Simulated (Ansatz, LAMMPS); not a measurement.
# Structural relaxation of amorphous 71ZrO2-29SiO2 (mol %) (84 atoms), part 4 of 4

Aim: bring amorphous 71ZrO2-29SiO2 (mol %) (84 atoms) to a nearby minimum of the energy and see what moves.

Ansatz 0.2.0; Kohn-Sham DFT, PBE, PAW (set soft_2), plane waves.

The cell: 20 Zr, 8 Si and 56 O. The quench rate of 50 K/ps is many orders above laboratory rates. The network of bonds at the start is that of the classical potential that made the cell. Only the Γ point is sampled in the main run, in a cell whose shortest periodic width is 10 Å.

So far. Step 4 (Cell and atoms relaxed): The relaxation changed the energy by -45.6 meV/atom, and atoms moved by 0.19 Å r.m.s., 0.55 Å at most. Step 7 (K-mesh 2×2×2): Forces differ from those of the single point at the relaxed geometry by 13 meV/Å r.m.s.; the energy by -1.0 meV/atom and the gap by -0.014 eV. It took 3.4 min and 10 cycles; the reference's time can't be set against it, since the two runs asked for unlike analyses.

**8. Functional HSE06**

HSE06 mixes in a quarter of exact exchange at short range, which counters self-interaction, at a higher cost.

This step: Kohn-Sham DFT, HSE06, PAW (set soft_2), plane waves (Ansatz 0.2.0).

File input.yaml:

```yaml
crystal:
  lattice:
    - [10.5961, 0.17211, 0.00967]
    - [0.17211, 10.28706, 0.14063]
    - [0.00967, 0.14063, 10.21264]
  atoms:
    [... the 84 atom lines of step 6 ...]
kpoints:
  mp_grid: { grid: [1, 1, 1] }
hamiltonian:
  xc: hse06
scf:
  occupations: { method: fermi_dirac, width: 0.025 }
output:
  forces: true
  stress: true
  populations: true
  dos:
    method: { smearing: { sigma: 0.08 } }
    de: 0.05
    projected: { site_lists: { O: [O], Si: [Si], Zr: [Zr] } }
  eigenvalues: true
```

Run with:

```
$ ansatz run input.yaml --threads 4 --pin off --max-ram 8192MiB --backend cpu --events-out ev --progress --plain --runs-dir out
```

Numbers of over 12 decimals in the logs are rounded to 6 here.

Output:

```text
Warning: output.stress: scf.convergence.dr2_threshold = 1e-7 eV (the SCF's general default) is looser than the 1.6e-9 eV advised for a printed stress (1e-10 eV for each atom of the cell: 84, of which 16 are counted). What an SCF threshold leaves in a stress goes as its square root, and in the free energy as the threshold itself, and one threshold admits the most on a small cell: [...]
Warning: output.stress: scf.exx.energy_threshold = 1e-6 eV is looser than the 1.6e-7 eV advised for a stress under a hybrid functional (1e-8 eV for each atom of the cell: 84, of which 16 are counted). Every SCF of the exchange loop can meet its threshold on dr2 while the loop round them stops early: [...]
exact exchange: scf.exx.singularity resolves to wigner_seitz, which cuts the screened interaction at the faces of the exchange supercell's Wigner-Seitz cell, so that each pair interacts once, at the shortest of its separations (the periodic images that this leaves out come, [...]
[...]
Crystal: 84 atoms, lattice volume = 1112.693 Å³
Basis set: ecut = 420 eV, 21757 PW (Γ), exchange–correlation on 144×144×144 points (8 copies of the dense FFT grid, shifted against one another)
Bands: 388, of which v1, the nominal top of the filled ones, is band 304 counted from 1 (303 counted from 0)
Symmetry: 1 space group operations
[...]
k-points: 1
[...]
SCF iter   1: F=—  HF=-120661.143240 eV  |F-HF|=—  |Δ(HF+E_count)|=         —  Δρ=3.66e-3  dr2=1.26e-1  ethr=1.77e-3  ⟨swp⟩=6.0  Hψ=1758  notcnv=0
[...]
SCF iter   5: F=-120661.157537 eV  HF=-120661.157414 eV  |F-HF|=1.23e-4  |Δ(HF+E_count)|=   1.96e-4  Δρ=1.73e-4  dr2=1.52e-4  ethr=2.44e-8  ⟨swp⟩=4.0  Hψ=1598  notcnv=0  defer=2
SCF 1 stopped early in 5 iterations: F = -120661.157537 eV  dr2 = 1.52e-4
[...]
Exchange kernel: α = 0.2500, screened, ω = 0.2079 Å⁻¹, Wigner–Seitz truncation, v(0) = 922.5111 eV·Å³, q-mesh 1×1×1, nearest image of the exchange supercell L = 10.21 Å, pair-density grid 54×54×54, without the augmentation charges, whose exchange is taken in its separable form (sized by the pseudopotential files, [...]
Frozen-core exchange: fock
SCF iter   1: F=—  HF=-120705.579755 eV  |F-HF|=—  |Δ(HF+E_count)|=         —  Δρ=1.24e-2  dr2=2.85e0  ethr=2.51e-7  ⟨swp⟩=12.0  Hψ=2287  notcnv=0
[...]
SCF iter   6: F=—  HF=-120704.967427 eV  |F-HF|=—  |Δ(HF+E_count)|=   2.88e-3  Δρ=3.52e-4  dr2=9.62e-4  ethr=2.51e-7  ⟨swp⟩=4.0  Hψ=1111  notcnv=0
SCF iter   7: F=-120704.967179 eV  HF=-120704.967226 eV  |F-HF|=4.73e-5  |Δ(HF+E_count)|=   2.01e-4  Δρ=1.10e-4  dr2=1.24e-4  ethr=1.52e-7  ⟨swp⟩=3.0  Hψ=701  notcnv=0
SCF 2 stopped early in 7 iterations: F = -120704.967179 eV  dr2 = 1.24e-4
  Residual-converged pass: ⟨swp⟩=4.0  Hψ=1215  notcnv=0  max |occ|·‖R‖ = 6.5e-6 eV (tolerance 6.7e-6 eV)  dr2=1.14e-4  dr2_onsite=4.99e-6  max |Δocc| = 0.0e0
[...]
hybrid outer 1: dexx = +3.521e-1 eV, tail = 4.88e-4 eV
[...]
Frozen-core exchange: fock
SCF iter   1: F=—  HF=-120704.964404 eV  |F-HF|=—  |Δ(HF+E_count)|=         —  Δρ=1.20e-4  dr2=1.63e-4  ethr=4.01e-7  ⟨swp⟩=11.0  Hψ=982  notcnv=0
[...]
SCF iter   6: F=—  HF=-120704.964370 eV  |F-HF|=—  |Δ(HF+E_count)|=   7.31e-8  Δρ=2.90e-6  dr2=1.15e-7  ethr=2.74e-11  ⟨swp⟩=4.0  Hψ=980  notcnv=0
SCF iter   7: F=-120704.964370 eV  HF=-120704.964370 eV  |F-HF|=4.57e-9  |Δ(HF+E_count)|=   2.65e-8  Δρ=6.21e-7  dr2=5.27e-9  ethr=1.77e-11  ⟨swp⟩=3.0  Hψ=759  notcnv=0
SCF 3 converged in 7 iterations: F = -120704.964370 eV  dr2 = 5.27e-9
[...]
hybrid outer 2: dexx = +4.520e-6 eV, tail = 4.54e-8 eV, Δε = 3.47e-3 eV (about 4.59e-5 eV left of the loop's levels), ΔF = 2.33e-2 eV/Å (tail 1.32e-3)
[...]
Frozen-core exchange: fock
SCF iter   1: F=—  HF=-120704.964370 eV  |F-HF|=—  |Δ(HF+E_count)|=         —  Δρ=1.23e-6  dr2=7.33e-9  ethr=3.73e-11  ⟨swp⟩=20.0  Hψ=1239  notcnv=1
[...]
SCF iter   2: F=-120704.964370 eV  HF=-120704.964370 eV  |F-HF|=3.06e-10  |Δ(HF+E_count)|=   2.34e-9  Δρ=3.35e-7  dr2=6.08e-10  ethr=3.90e-12 (applied; sched 1.19e-12)  ⟨swp⟩=3.0  Hψ=693  notcnv=0
SCF 4 converged in 2 iterations: F = -120704.964370 eV  dr2 = 6.08e-10
[...]
hybrid SCF converged: 3 outer / 16 inner (+5 warm-up), last move |dexx| = 1.25e-9 eV, tail = 1.31e-9 eV
Stability not checked: this state was not tested for a lower state beside it, because the functional holds exact exchange (a hybrid, or Hartree-Fock), whose exchange loop this test does not read (fock_operator; see scf.lower_state_search)
Free energy (F): -120704.964370 eV
Frozen-core exchange: fock
[...]
Internal energy: -120704.964370 eV  (E = F + TS)
E sigma→0 (E₀):  -120704.964370 eV
Fermi energy:    8.533788 eV
[...]
Σ components = -120704.964370   (vs F -120704.964370, Δ=1.46e-11)
--- Forces (eV/Å), atoms counted from 1 ---
  atom   1  Zr     0.06165984    -0.01292883     0.06731086
  atom   2  Zr     0.11122705    -0.10575562     0.32246472
  atom   3  Zr     0.03663395     0.02892900     0.23936696
  atom   4  Zr    -0.19041655    -0.02624296    -0.06487644
[...]
atom  84  O      0.35988309     0.20384678    -0.36796277
  max |Σ_I F_I| component: 2.48e-4 eV/Å
--- Stress (GPa, compression-positive) ---
       -5.287403       0.229883       0.196402
        0.229884      -5.364609       0.019580
        0.196402       0.019580      -5.276513
  P = ⅓ Tr σ = -5.3095 GPa (-53.095 kbar)
--- Band table (eV) ---
[...]
--- Löwdin populations: 84 sites ---
  site symbol       q [e]
     0     Zr     10.3345
     1     Zr     10.2996
     2     Zr     10.3264
[...]
83      O      6.7566
  spilling = 0.006921 (of n_electrons = 608.000000)
```

Run time: 6.5 min. Hardware: 4 threads of Arm Neoverse V1, shared host; peak memory 3.9 GiB; 25 min of CPU time.

The program notes that the exchange threshold is loose for the stress and the SCF threshold is loose for the stress.

Geometry and reference: those of the single point at the relaxed geometry.

Forces differ from those of the single point at the relaxed geometry by 166 meV/Å r.m.s.; the pressure by -5.3 GPa and the gap by +1.6 eV. It took 6.5 min and 21 cycles; the reference's time can't be set against it, since the two runs asked for unlike analyses.

Numbers from this run:

* free energy: -120704.9644 eV
* free energy per atom: -1436.9639 eV/atom
* SCF cycles: 21
* pressure: -5.31 GPa
* r.m.s. force component: 0.1659 eV/Å
* longest force: 0.6021 eV/Å
* Fermi energy: 8.534 eV
* gap (highest filled to lowest empty level): 4.927 eV
* spilling of the projection: 0.006921

Length of the force by element and coordination:

```csv
element,coordination,atoms,mean length of the force (eV/Å),spread,least,most
O,all,56,0.291,0.144,0.0492,0.602
O,2,15,0.411,0.103,0.204,0.602
O,3,37,0.259,0.130,0.0492,0.556
O,4,4,0.132,0.0498,0.0824,0.213
Si,all,8,0.0924,0.0298,0.047,0.140
Zr,all,20,0.200,0.0934,0.0641,0.424
Zr,5,2,0.232,0.0462,0.186,0.278
Zr,6,11,0.212,0.0948,0.124,0.424
Zr,7,7,0.171,0.094,0.0641,0.357
```

Löwdin charges by element and coordination (they lack the spilled electrons, 0.050 e an atom on average):

```csv
element,coordination,atoms,mean charge (e),spread,least,most
O,all,56,-0.765,0.0459,-0.843,-0.643
O,2,15,-0.772,0.0502,-0.843,-0.643
O,3,37,-0.762,0.0437,-0.840,-0.678
O,4,4,-0.758,0.0457,-0.824,-0.705
Si,all,8,1.71,0.0168,1.68,1.74
Zr,all,20,1.67,0.0257,1.60,1.72
Zr,5,2,1.69,0.0324,1.66,1.72
Zr,6,11,1.66,0.0242,1.60,1.69
Zr,7,7,1.66,0.0222,1.63,1.70
```

Density of states as counts of states in windows of 1 eV (from the Fermi level), total and the larger projections:

```csv
from (eV),to (eV),total,O p,Zr d
-14,-12,0.0,0.0,0.0
-12,-11,2.0,1.3,0.0
-11,-10,3.8,2.6,0.2
-10,-9,8.3,5.5,0.6
-9,-8,9.6,6.9,0.8
-8,-7,41.9,30.8,5.8
-7,-6,56.6,43.1,9.7
-6,-5,63.6,52.5,7.7
-5,-4,67.9,60.0,4.9
-4,-3,70.5,65.4,3.0
-3,-2,11.7,11.1,0.4
-2,2,0.0,0.0,0.0
2,3,8.5,0.6,7.2
3,4,47.8,4.4,39.4
4,5,49.8,6.4,38.0
```

Between -26 and -14 eV lie 112 more states.

The stored curve holds about 448 of the 608 electrons; the rest, give or take the few that broadening carries across the Fermi level, lie in deeper levels below its range.

The levels nearest the highest filled one (over half full), pooled over k-points and spins:

```csv
level less the highest filled one (eV),occupation
-0.544,2
-0.529,2
-0.478,2
-0.456,2
-0.350,2
0,2
4.93,0
5.23,0
5.37,0
5.37,0
5.47,0
5.53,0
```

**9. Functional r2SCAN (500 eV)**

The meta-GGA r2SCAN uses the kinetic energy density as well as the density and its gradient. Besides, the cutoff goes from 420 to 500 eV.

This step: Kohn-Sham DFT, r2SCAN, PAW (set soft_2), plane waves (Ansatz 0.2.0).

Edit input.yaml of step 8 so:

```diff
@@ -10,3 +10,3 @@
 hamiltonian:
-  xc: hse06
+  xc: r2scan
 scf:
```

Output:

```text
[...]
Crystal: 84 atoms, lattice volume = 1112.693 Å³
Basis set: ecut = 500 eV, 28259 PW (Γ), exchange–correlation on 320×320×300 points (64 copies of the dense FFT grid, shifted against one another)
Bands: 388, of which v1, the nominal top of the filled ones, is band 304 counted from 1 (303 counted from 0)
Symmetry: 1 space group operations
[...]
k-points: 1
[...]
SCF iter   1: F=—  HF=-120989.449891 eV  |F-HF|=—  |Δ(HF+E_count)|=         —  Δρ=1.30e-2  dr2=2.36e0  dr2_τ=5.59e0  ethr=1.77e-3  ⟨swp⟩=6.0  Hψ=1424  notcnv=0  defer=55
[...]
SCF iter   9: F=—  HF=-120990.868297 eV  |F-HF|=—  |Δ(HF+E_count)|=   3.11e-7  Δρ=5.94e-6  dr2=3.95e-7  dr2_τ=4.60e-8  ethr=3.74e-10  ⟨swp⟩=2.0  Hψ=532  notcnv=0  defer=80
SCF iter  10: F=-120990.868297 eV  HF=-120990.868297 eV  |F-HF|=1.70e-8  |Δ(HF+E_count)|=   5.16e-8  Δρ=2.16e-6  dr2=4.90e-8  dr2_τ=6.23e-9  ethr=1.64e-11  ⟨swp⟩=12.0  Hψ=1998  notcnv=0
SCF 1 converged in 10 iterations: F = -120990.868297 eV  dr2 = 4.90e-8
[...]
SCF converged after 10 iterations
Free energy (F): -120990.868297 eV
[...]
Internal energy: -120990.868297 eV  (E = F + TS)
E sigma→0 (E₀):  -120990.868297 eV
Fermi energy:    8.712108 eV
[...]
Σ components = -120990.868297   (vs F -120990.868297, Δ=0.00e0)
--- Forces (eV/Å), atoms counted from 1 ---
  atom   1  Zr    -0.01816869     0.02690795     0.00533082
  atom   2  Zr     0.04851155    -0.01529984     0.11041539
  atom   3  Zr    -0.00487592    -0.01734750     0.06236012
  atom   4  Zr    -0.03044516     0.01259100    -0.03432671
[...]
atom  84  O      0.17599030     0.13048924    -0.39928539
  max |Σ_I F_I| component: 8.15e-5 eV/Å
--- Stress (GPa, compression-positive) ---
       -3.808174       0.071208       0.100414
        0.071209      -3.826508      -0.028869
        0.100416      -0.028869      -3.849126
  P = ⅓ Tr σ = -3.8279 GPa (-38.279 kbar)
--- Band table (eV) ---
[...]
--- Löwdin populations: 84 sites ---
  site symbol       q [e]
     0     Zr     10.3963
     1     Zr     10.3640
     2     Zr     10.3908
[...]
83      O      6.7450
  spilling = 0.006546 (of n_electrons = 608.000000)
```

Run time: 48 s. Hardware: 4 threads; peak memory 3.1 GiB.

Geometry and reference: those of the single point at the relaxed geometry.

Forces differ from those of the single point at the relaxed geometry by 132 meV/Å r.m.s.; the pressure by -3.8 GPa and the gap by +0.45 eV. It took 48 s and 10 cycles; the reference's time can't be set against it, since the two runs asked for unlike analyses.

**10. Functional PBEsol**

PBEsol restores the gradient expansion of exchange for slowly varying densities and usually gives shorter bonds in solids than PBE.

This step: Kohn-Sham DFT, PBEsol, PAW (set soft_2), plane waves (Ansatz 0.2.0).

Edit input.yaml of step 9 so:

```diff
@@ -10,3 +10,3 @@
 hamiltonian:
-  xc: r2scan
+  xc: pbesol
 scf:
```

Output:

```text
[...]
Crystal: 84 atoms, lattice volume = 1112.693 Å³
Basis set: ecut = 420 eV, 21757 PW (Γ), exchange–correlation on 144×144×144 points (8 copies of the dense FFT grid, shifted against one another)
Bands: 388, of which v1, the nominal top of the filled ones, is band 304 counted from 1 (303 counted from 0)
Symmetry: 1 space group operations
[...]
k-points: 1
[...]
SCF iter   1: F=—  HF=-119074.577925 eV  |F-HF|=—  |Δ(HF+E_count)|=         —  Δρ=1.48e-2  dr2=2.07e0  ethr=1.77e-3  ⟨swp⟩=6.0  Hψ=1465  notcnv=0  defer=55
[...]
SCF iter  10: F=—  HF=-119074.081447 eV  |F-HF|=—  |Δ(HF+E_count)|=   6.70e-7  Δρ=4.07e-6  dr2=2.05e-7  ethr=1.34e-10  ⟨swp⟩=2.0  Hψ=489  notcnv=0  defer=80
SCF iter  11: F=-119074.081447 eV  HF=-119074.081447 eV  |F-HF|=5.01e-8  |Δ(HF+E_count)|=   1.55e-7  Δρ=2.12e-6  dr2=5.60e-8  ethr=1.64e-11  ⟨swp⟩=15.0  Hψ=1909  notcnv=0
SCF 1 converged in 11 iterations: F = -119074.081447 eV  dr2 = 5.60e-8
[...]
SCF converged after 11 iterations
Free energy (F): -119074.081447 eV
[...]
Internal energy: -119074.081447 eV  (E = F + TS)
E sigma→0 (E₀):  -119074.081447 eV
Fermi energy:    8.666039 eV
[...]
Σ components = -119074.081447   (vs F -119074.081447, Δ=0.00e0)
--- Forces (eV/Å), atoms counted from 1 ---
  atom   1  Zr     0.05054587    -0.02792469     0.02433897
  atom   2  Zr    -0.00940386    -0.11035035     0.10057502
  atom   3  Zr     0.00317012    -0.01216741     0.15072404
  atom   4  Zr    -0.05655296    -0.02044791    -0.06549362
[...]
atom  84  O      0.18020434     0.03848397     0.02051995
  max |Σ_I F_I| component: 5.77e-5 eV/Å
--- Stress (GPa, compression-positive) ---
       -4.716029       0.088728       0.053161
        0.088728      -4.684115       0.058798
        0.053161       0.058798      -4.743166
  P = ⅓ Tr σ = -4.7144 GPa (-47.144 kbar)
--- Band table (eV) ---
[...]
--- Löwdin populations: 84 sites ---
  site symbol       q [e]
     0     Zr     10.5255
     1     Zr     10.4931
     2     Zr     10.5187
[...]
83      O      6.6921
  spilling = 0.006583 (of n_electrons = 608.000000)
```

Run time: 22 s. Hardware: 4 threads; peak memory 1.5 GiB; 82 s of CPU time.

Geometry and reference: those of the single point at the relaxed geometry.

Forces differ from those of the single point at the relaxed geometry by 65 meV/Å r.m.s.; the pressure by -4.7 GPa and the gap by -0.047 eV.

**11. Cost against change**

Each row is set against the single point at the relaxed geometry (Kohn-Sham DFT, PBE, PAW (set soft_2), plane waves; r.m.s. force component 0.00259 eV/Å). Energies are set beside the reference only for runs with its functional, potentials and electron count. Times are for 4 threads of Arm Neoverse V1, shared host. The reference's time includes grids, which some other runs skip.

```csv
run,"Δ force, r.m.s. (meV/Å)",Δ energy (meV/atom),Δ pressure (GPa),Δ gap (eV),cycles,time,host memory (GiB)
reference,-,-,-,-,10,22 s,1.5
k-mesh 2×2×2,13.3,-1.04,-0.0031,-0.0139,10,3.4 min,5.6
functional HSE06,166,-,-5.30,1.57,21,6.5 min,3.9
functional r2SCAN (500 eV),132,-,-3.82,0.449,10,48 s,3.1
functional PBEsol,65.0,-,-4.70,-0.0473,11,22 s,1.5
```

**12. Outcome**

```
energy change in the relaxation                  : -45.57 meV/atom
r.m.s. displacement                              : 0.191 Å
largest displacement                             : 0.554 Å
free energy per atom                             : -1436.4421 eV/atom
pressure                                         : -0.009644 GPa
r.m.s. force component                           : 0.00259 eV/Å
gap (highest filled to lowest empty level) : 3.36 eV
wall time of the 7 DFT runs                      : 15 min
```

In words: Relaxation lowers the energy by 45.6 meV/atom and moves atoms by 0.19 Å r.m.s.; the r.m.s. force component goes from 0.79 to 0.0026 eV/Å. Displacements are taken in the final cell, so they leave out its strain. By the final cutoffs 1 of 154 bonded pairs parted and 4 joined. The cell shrank by 3.2 % in volume. From the first step to the last the energy fell by 3.828 eV, across changes of basis, and the largest move was 0.55 Å (O74). The O-Si bonds change most in mean length: from 1.625 Å (spread 0.058) to 1.646 Å (spread 0.032). Counting bonds as in the table, 66 % of O atoms have 3, all Si atoms have 4 and 55 % of Zr atoms have 6 bonded neighbours. The highest filled and lowest empty levels differ by 3.36 eV (at Γ alone); a semilocal functional tends to put such gaps too low. In a disordered cell it changes from sample to sample, and tail or defect levels can set it.

Among the changes of functional, dispersion, potentials or spin set against this reference, functional HSE06 moves the forces most, by 166 meV/Å r.m.s. The gap changes by +1.57 eV with HSE06.

**Limits.** The starting topology of bonds comes from the classical model; in DFT 1 of its 154 bonded pairs passed out of the cutoffs and 4 came within them.

[Logs are printed without paths, hosts, clocks, repeated set-up lines and the standing remarks that a program may print on its own settings, such as how far it seeks lower states.]

[Hosts, paths, dates, database ids (printed as entryN), source tags and the programs' standing remarks are cut or masked in the printed files.]
